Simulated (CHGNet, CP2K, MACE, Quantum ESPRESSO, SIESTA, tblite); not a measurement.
# Pressure against volume in glassy 58SiO2-42ZnO (mol %) (67 atoms), CHGNet 0.3.0

Density of this cell: 3.19 g/cm³. The cell holds 67 atoms: 15 Si, 11 Zn and 41 O. Its edges and angles: a = 9.780 Å, b = 9.780 Å, c = 9.780 Å, α = 90.0°, β = 90.0°, γ = 90.0°. 67 atoms (15 Si, 11 Zn, 41 O) placed at random at 3.12 g/cm³, melted at 4000 K for 10 ps at fixed volume with the Morse and Coulomb pair potential with partial charges (Pedone, Malavasi, Menziani, Cormack and Segre, J. Phys. Chem. B 110, 11780 (2006)). Quenched from 4000 K to 300 K at 500 K/ps and fixed volume, held 10 ps at zero pressure. Then the atoms were relaxed with MACE MPA-0 medium in the fixed cell.

Calculated with CHGNet 0.3.0: CHGNet 0.3.0, trained on PBE(+U) plane-wave data, no dispersion term. The unchanged cell has V0 = 13.962 Å³ an atom and P0 = -0.128 GPa. It is scaled evenly, and MACE MPA-0 medium relaxes the atoms at each volume before the single point.

| volume (Å³/atom) | pressure (GPa) |
| --- | --- |
| 13.125 | ? |
| 13.543 | 1.498 |
| 14.381 | -1.827 |
| 14.800 | -3.086 |

**Question.** Fit a second-order expansion in ln V to the rows given and extrapolate to the withheld row.

**Working.**

To second order in u = ln(V/V0), P = P0 − B u + ½ B B′ u², with B the bulk modulus at V0 and B′ its pressure derivative. So v = (P − P0)/u is a line in u, with intercept −B and slope ½ B B′.

| u | v (GPa) |
| --- | --- |
| -0.0304592 | -53.3894 |
| 0.0295588 | -57.4550 |
| 0.0582689 | -50.7561 |

With n = 3: mean u = 0.0191228, mean v = -53.8668, Σ(u − ū)² = 0.0040997, Σ(u − ū)(v − v̄) = 0.060659. Slope b = 0.060659 / 0.0040997 = 14.796; intercept a = v̄ − b ū = -54.150.

So B = 54.1 GPa and B′ = 2b/B = 0.55. At the withheld volume u = -0.06188, v = a + b u = -55.07 GPa, and P = P0 + u v.

Prediction at 13.125: 3.279 GPa. The run gave 3.530 GPa, so the fit is low by 0.25 GPa (7.1 % of the value).

B′ = 0.55 rests on three points, and the miss at the fourth puts it in doubt. Among the rows given, the largest miss of the fit is at 14.800, by 0.15 GPa (2.2 % of the range of the table).

Limits: Static cells at zero temperature, with the cell shape held. The atoms follow MACE MPA-0 medium, not this level's own minimum.

[Hosts, paths, dates, database ids (printed as entryN), source tags and the programs' standing remarks are cut or masked in the printed files.]
